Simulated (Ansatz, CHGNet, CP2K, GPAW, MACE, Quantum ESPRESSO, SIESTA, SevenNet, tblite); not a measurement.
**Running random rock-salt alloy of NbC and TiC (64 atoms) with GPAW**

How near does GPAW come to plane waves for random rock-salt alloy of NbC and TiC (64 atoms)?

Main program and level: GPAW 26.7.0; the method is named at each step.

## 1. Starting point

The cell holds 64 atoms: 28 Ti, 32 C and 4 Nb. Cell: a = 8.692 Å, b = 8.692 Å, c = 8.692 Å, α = 90.0°, β = 90.0°, γ = 90.0°. It derives from NbC (rock-salt), repeated 2×2×2. Rock-salt NbC, 2 x 2 x 2 conventional cells, 28 of 32 Nb sites given to Ti at random (x = 0.875), lattice by Vegard's rule (a = 4.346 Å); not relaxed, displaced by a Gaussian of 0.02 Å. Then every atom was moved at random, 0.02 Å r.m.s. a Cartesian component.

The yardstick, on the same geometry:

* method: Kohn-Sham DFT, PBE, SSSP efficiency 1.3.0 pseudopotentials, plane waves (Quantum ESPRESSO 7.5); sssp-pbe-1.3.0-efficiency, cutoffs 45/360 Ry, Γ point
* r.m.s. force component: 0.5088 eV/Å
* longest force: 1.728 eV/Å
* pressure: 1.386 GPa
* time: 3 min on 2 MPI ranks of Arm Neoverse V2, shared host
* CPU time: 6 min

## 2. PBE, LCAO dzp, h 0.28 Å

Method: Kohn-Sham DFT, PBE, PAW, atomic orbitals (dzp).

File run.py:

```python
import numpy as np
from ase.io import read
from gpaw import GPAW, FermiDirac

atoms = read("structure.xyz")
atoms.calc = GPAW(
    mode="lcao",
    basis="dzp",
    h=0.28,
    xc="PBE",
    kpts={"size": (1, 1, 1), "gamma": True},
    occupations=FermiDirac(0.05),
    maxiter=200,
    symmetry={"point_group": False},
    txt="gpaw.txt",
)
energy = atoms.get_potential_energy(force_consistent=True)
forces = atoms.get_forces()
print(f"energy {energy:.6f} eV")
print("forces (eV/A)")
for i, (a, f) in enumerate(zip(atoms, forces)):
    print(f"{i:4d} {a.symbol:2s} {f[0]:10.5f} {f[1]:10.5f} {f[2]:10.5f}")
print(f"Fermi level {atoms.calc.get_fermi_level():.4f} eV")
for k in range(len(atoms.calc.get_ibz_k_points())):
    for s in range(atoms.calc.get_number_of_spins()):
        e = atoms.calc.get_eigenvalues(kpt=k, spin=s)
        n = np.searchsorted(e, atoms.calc.get_fermi_level())
        print(f"k {k} spin {s} levels about the Fermi level:", np.round(e[max(n - 6, 0):n], 4).tolist(), "|", np.round(e[n:n + 6], 4).tolist())
```

File structure.xyz:

```xyz
64
Lattice="8.69160 0.00000 0.00000 0.00000 8.69160 0.00000 0.00000 0.00000 8.69160" Properties=species:S:1:pos:R:3 pbc="T T T"
Ti 8.66987 0.00217 8.68413
C 2.20402 0.07849 8.67891
Ti 8.67648 2.19202 2.17881
C 2.19889 2.19098 2.20019
Ti 2.20002 0.06519 2.13170
C 0.05502 8.68856 2.13952
Ti 2.12284 2.19932 8.63267
C 0.00869 2.21757 8.68969
Ti 0.00904 8.67795 4.36518
C 2.17942 0.00017 4.30547
Ti 8.66848 2.20593 6.53469
C 2.17785 2.20827 6.52991
Ti 2.18811 8.65527 6.51896
C 8.64953 0.06128 6.49932
Nb 2.18837 2.19333 4.28557
C 8.69056 2.08451 4.34615
Ti 8.69030 4.37900 8.65944
C 2.19063 4.33276 8.67265
Nb 8.64049 6.57259 2.14648
C 2.19289 6.49349 2.21949
Ti 2.18681 4.30990 2.14361
C 0.01434 4.39752 2.19698
Ti 2.19028 6.52913 0.01556
C 0.00965 6.54408 0.01226
Ti 0.03876 4.32581 4.31894
C 2.13135 4.34441 4.31347
Ti 0.04728 6.54391 6.45777
C 2.19072 6.49914 6.56746
Ti 2.14091 4.35345 6.51635
C 0.03303 4.34450 6.45699
Ti 2.14709 6.52000 4.33155
C 8.66422 6.52357 4.34085
Ti 4.38117 8.64779 0.02651
C 6.56894 8.66248 0.00087
Ti 4.39977 2.12657 2.13709
C 6.50740 2.14474 2.17777
Ti 6.50558 8.69082 2.13109
C 4.31973 0.02573 2.14204
Nb 6.55573 2.18029 8.68030
C 4.32059 2.12449 8.68586
Ti 4.31747 8.67552 4.29287
C 6.51244 0.02938 4.33050
Nb 4.35301 2.18177 6.51574
C 6.47594 2.19046 6.51913
Ti 6.55660 0.00947 6.50097
C 4.33407 8.67083 6.55268
Ti 6.53869 2.14422 4.36909
C 4.28722 2.22635 4.32564
Ti 4.34919 4.37683 0.02929
C 6.51070 4.35223 8.66101
Ti 4.34050 6.45760 2.17203
C 6.52026 6.54060 2.18828
Ti 6.51948 4.33563 2.16264
C 4.39934 4.32251 2.15378
Ti 6.52896 6.52974 0.03798
C 4.32520 6.48680 8.68882
[... 4 atom lines left out ...]
Ti 6.53269 4.33163 6.59032
C 4.35310 4.36901 6.49584
Ti 6.49984 6.60170 4.36336
C 4.40734 6.52696 4.38335
```

Run with:

```console
$ OMP_NUM_THREADS=1 python run.py > output.txt
```

Log:

```text
energy -541.511051 eV
forces (eV/A)
   0 Ti    0.84114    0.37443   -0.32423
   1 C    -0.12583   -0.89594   -0.01521
   2 Ti   -0.16093   -0.11984   -0.10399
   3 C    -0.32287   -0.05270   -1.46475
   4 Ti   -0.29967   -0.99269   -0.17888
   5 C    -0.70700    1.18433    0.42520
   6 Ti    0.77451   -0.30587    0.76260
   7 C     0.17038   -0.65593    0.07894
   8 Ti    0.03212    0.24911   -0.59320
   9 C    -0.02774   -0.25768    0.62307
  10 Ti    0.67747   -0.08459   -0.62201
  11 C    -0.86824   -0.44746   -0.00308
  12 Ti   -0.08995    0.59041    0.01201
  13 C     0.68865   -0.93699    0.26392
  14 Nb   -0.83407   -0.70036    1.06710
  15 C    -0.54200    1.27118   -0.07521
  16 Ti    0.34204    0.39631    0.66211
  17 C    -0.34317    0.43324    0.09308
  18 Nb    0.95545   -0.80462    0.68556
  19 C     0.28931    0.39107   -0.31128
  20 Ti   -0.30759    0.55187   -0.10997
  21 C     0.32343   -1.34689   -0.84994
  22 Ti   -0.48820   -0.06947   -0.45971
  23 C     0.19924   -0.39171   -0.98504
[...]
56 Ti    0.34090    0.58298   -0.35129
  57 C    -0.33187   -0.08674   -0.96424
  58 Ti    0.02524    0.01741    0.38963
  59 C     0.04595    0.34553   -0.19608
  60 Ti    0.13881    0.83512   -1.32169
  61 C    -0.13857    0.05844    0.27351
  62 Ti    0.37012   -1.06898    0.12937
  63 C    -1.07582    0.07155   -0.60475
Fermi level 10.3499 eV
k 0 spin 0 levels about the Fermi level: [10.076, 10.094, 10.1052, 10.156, 10.1738, 10.3329] | [10.364, 10.3734, 10.3892, 10.4009, 10.4611, 11.1288]
```

gpaw.txt:

```text
Input parameters:
  mode=LCAO(),
  basis={'default': 'dzp'},
  h=0.28,
  kpts=MonkhorstPack(size=(1, 1, 1), gamma=True),
  maxiter=200,
  occupations=Occupations(name='fermi-dirac', width=0.05, fixmagmom=False),
  symmetry=Symmetry(point_group=False),
  xc=XC(name='PBE')
Unit cell  # Å
| periodic |        x |        y |        z |  lengths |    angles |
|----------|----------|----------|----------|----------|-----------|
|      yes | 8.691600 | 0.000000 | 0.000000 | 8.691600 | 90.000000 |
|      yes | 0.000000 | 8.691600 | 0.000000 | 8.691600 | 90.000000 |
|      yes | 0.000000 | 0.000000 | 8.691600 | 8.691600 | 90.000000 |
Number of symmetries: 1
Symmetry operations  # r_c * U_cc + t_c -> r_c
|   | kind |            matrix            |
|---|------|------------------------------|
| 0 |  E   |  1, 0, 0,  0, 1, 0,  0, 0, 1 |
BZ-sampling:
  Number of BZ points: 1
  Number of IBZ points: 1
  Monkhorst-Pack size: [1, 1, 1]
  Monkhorst-Pack shift: [0, 0, 0]
[... lines left out ...]
  Fermi-Dirac:
[... lines left out ...]
xc functional:
  name: PBE with 2 nearest neighbor stencil
interpolation: tri-quintic # 5. degree polynomial
Initialization done in: 13.451 s
convergence criteria:
- Maximum [total energy] change in last 3 cyles: 0.0005 eV / valence electron
- Maximum integral of absolute [dens]ity change: 0.0001 electrons / valence electron
- Maximum integral of absolute [eigenst]ate change: 4e-08 eV^2 / valence electron
maximum number of iterations: 200
SCF iterations
|iter     |      energy | eigst |  dens |
|---------|-------------|-------|-------|
|iter:   1| -610.983413 |      c|       |
|iter:   2| -585.383221 |      c| -0.81 |
|iter:   3| -541.532492 |      c| -0.91 |
|iter:   4| -549.092406 |      c| -1.65 |
[...]
|iter:   8| -541.379590 |      c| -1.86 |
|iter:   9| -541.330329 |      c| -2.35 |
|iter:  10| -541.335379c|      c| -2.63 |
|iter:  11| -541.317159c|      c| -2.65 |
|iter:  12| -541.320934c|      c| -2.98 |
|iter:  13| -541.315410c|      c| -2.95 |
|iter:  14| -541.314059c|      c| -3.23 |
|iter:  15| -541.313987c|      c| -3.73 |
|iter:  16| -541.313906c|      c| -3.81 |
|iter:  17| -541.313917c|      c| -4.20c|
Converged in 17 steps
SCF loop duration: 306.783 s (18.046 s/step)
Energy contributions relative to reference atoms: (reference = -1098781.090738)
Energy contributions:
  Kinetic:         473.732417
  Coulomb:        -529.197343
  Zero:             23.432060
  External:          0.000000
  Xc:             -509.083917
  Entropy:          -0.394269
  Spinorbit:         0.000000
  ----------------------------
  Free energy:    -541.511051
  Extrapolated:   -541.313917
dipole moment: (25.823624, 23.584360, 71.681465)  # |e|*Ang
Fermi level: 10.350
Eigenvalues  # (at kpt = [0.000, 0.000, 0.000])
| band index |      eig [eV] | occ [0-2] |
|------------|---------------|-----------|
|          0 |       -46.025 |     2.000 |
|        ... |               |           |
|        249 |        10.024 |     1.997 |
|        250 |        10.072 |     1.992 |
[...]
|        264 |        11.160 |     0.000 |
|        ... |               |           |
|        313 |        13.690 |     0.000 |
Gap: 0.031 eV
Transition (v -> c):
  (s=0, k=0, n=256, [0.00, 0.00, 0.00]) -> (s=0, k=0, n=257, [0.00, 0.00, 0.00])
No difference between direct/indirect transitions
Force computation time: 50.142  # s
timing:  # [seconds]
  Total:  370.411  # ━━━━━━━━━━━━━━━━━━━━━━━━━━━━━━━━━━━━━━━━━━━━━━━━━━━━━━━━
  Init:    13.450  # ━━
  SCF:    306.783  # ━━━━━━━━━━━━━━━━━━━━━━━━━━━━━━━━━━━━━━━━━━━━━━╸
  Forces:  50.142  # ━━━━━━━╸
```

It took 6.2 min on 1 thread of Arm Neoverse V2, shared host; peak memory 0.86 GiB.

Banners, paths, timers and routine set-up lines are dropped from the logs unmarked, and long logs keep their key lines alone; longer cuts are marked.

Compared with the plane-wave run:

* r.m.s. force component: 0.5496 eV/Å
* r.m.s. difference of force components: 48.4 meV/Å
* longest difference of force vectors: 188.2 meV/Å
* force difference over r.m.s. force: 9.513 %
* slope of forces against the reference's: 1.079
* correlation of force components: 0.9988

This is a coarse setting, run to see what it loses.

Length of the force difference by element (eV/Å):

```csv
element,atoms,mean,most
C,32,0.095,0.19
Nb,4,0.065,0.077
Ti,28,0.046,0.10
```

Local excerpt of 9 atoms (numbers count through the whole input) about Nb43, one of the 4 Nb atoms; x, y, z are measured from there.

```csv
atom,x,y,z,distance (Å),bonds,Fx,Fy,Fz (eV/Å)
Nb43,0.00,0.00,0.00,0.00,6,-0.18,-0.60,0.22
C44,2.12,0.01,0.00,2.12,6,1.19,-0.27,-0.59
C40,-0.03,-0.06,2.17,2.17,6,-0.14,0.77,0.30
C12,-2.18,0.03,0.01,2.18,6,-0.87,-0.45,0.00
C62,0.00,2.19,-0.02,2.19,6,-0.14,0.06,0.27
C48,-0.07,0.04,-2.19,2.19,6,1.73,-0.79,-0.25
C46,-0.02,-2.20,0.04,2.20,6,-0.13,0.16,-0.69
Ti57,0.00,2.16,-2.16,3.06,6,0.34,0.58,-0.35
Ti61,2.18,2.15,0.07,3.06,6,0.14,0.84,-1.32
```

Atoms are counted from 1 here, from 0 in the log.

Forces lie 9.5 % from the reference's, at 1.0 times its CPU time (on 1 against 2 cores).

Further runs of this program without a result: GPAW PBE, LCAO dzp, h 0.2 Å (cut off at its time limit); GPAW LDA, LCAO dzp, h 0.2 Å (cut off at its time limit); GPAW PBE, LCAO szp(dzp), h 0.2 Å (cut off at its time limit).

## 3. Summary of results

* force difference from the reference: GPAW PBE, LCAO dzp, h 0.28 Å (coarse), 9.5 %
* its CPU time: 6.2 min

What this shows: Runs with settings chosen to be coarse differ by 9.5 % (GPAW PBE, LCAO dzp, h 0.28 Å), their programs' other errors included. The host structure and its lattice constant were typed by rule, without a check against the phase diagram. The electronic-structure runs sample only Γ, in a cell whose shortest periodic width is 9 Å, which is coarse for a cell with partly filled levels.

[Also dropped from logs without a mark: logging warnings of Python, and SIESTA's first energy breakdown and zero terms.]

[Logs are printed without paths, hosts, clocks, repeated set-up lines and the standing remarks that a program may print on its own settings, such as how far it seeks lower states.]

[Hosts, paths, dates, database ids (printed as entryN), source tags and the programs' standing remarks are cut or masked in the printed files.]
